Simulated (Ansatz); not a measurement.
Planning a GW calculation on CaHBr (layers cut from the bulk crystal).

The cell holds 6 atoms: 2 Br, 2 Ca and 2 H. Its edges and angles: a = 3.730 Å, b = 3.730 Å, c = 33.700 Å, α = 90.0°, β = 90.0°, γ = 90.0°. It derives from CaHBr. Vacuum lies along c.

```xyz
6
Lattice="3.7302 0.0000 0.0000 0.0000 3.7302 0.0000 0.0000 0.0000 33.7000" Properties=species:S:1:pos:R:3
Br    0.0000    1.8651   14.2278
Ca    1.8651    0.0000   15.5728
H     1.8651    1.8651   16.8500
H     0.0000    0.0000   16.8500
Ca    0.0000    1.8651   18.1272
Br    1.8651    0.0000   19.4722
```

The structure was relaxed with PBEsol-D3(BJ). The runs that relaxed it are not among those shown. PAW set soft_2, made with PBE.

Runs so far (Ansatz 0.2.0, start PBEsol, default PAW files, 4×4×1 mesh). Times are wall times on 8 threads of Arm Neoverse V2, shared host, good to a factor of about two.

```tsv
bands summed	cutoff (eV)	gap on the mesh (eV)	time
109	19.5	7.056	6.4 s
277	39	6.931	18 s
575	65	6.991	70 s
```

Question: What should the next rung give, with 1043 bands and screening to 97.5 eV, and where is the limit?

The error falls about as one over the bands when the cutoff rises with them. A line through the two highest rungs given predicts 7.016 eV; the run gave 7.057 eV, a miss of 0.041 eV, so the law fails here: the steps don't follow it yet. The two highest rungs put the limit near 7.139 eV, the pair below near 7.047 eV; neither can be trusted until a further rung is run.

Gaps are over the mesh's points; an edge off the mesh would be missed. Limits: not at the basis limit; coarse mesh for a sheet; no spin-orbit coupling.

[Paths, hosts, dates, memory and timing lines, banners, echoed tables and standing remarks are left out of the program output.]

[Logs are printed without paths, hosts, clocks, repeated set-up lines and the standing remarks that a program may print on its own settings, such as how far it seeks lower states.]

[Runs of the session that timed out or met a known fault of the program may be left out.]

[Cells called generated may have been cut or substituted from an entry of the Crystallography Open Database or the Materials Project.]

[Hosts, paths, dates, database ids (printed as entryN), source tags and the programs' standing remarks are cut or masked in the printed files.]
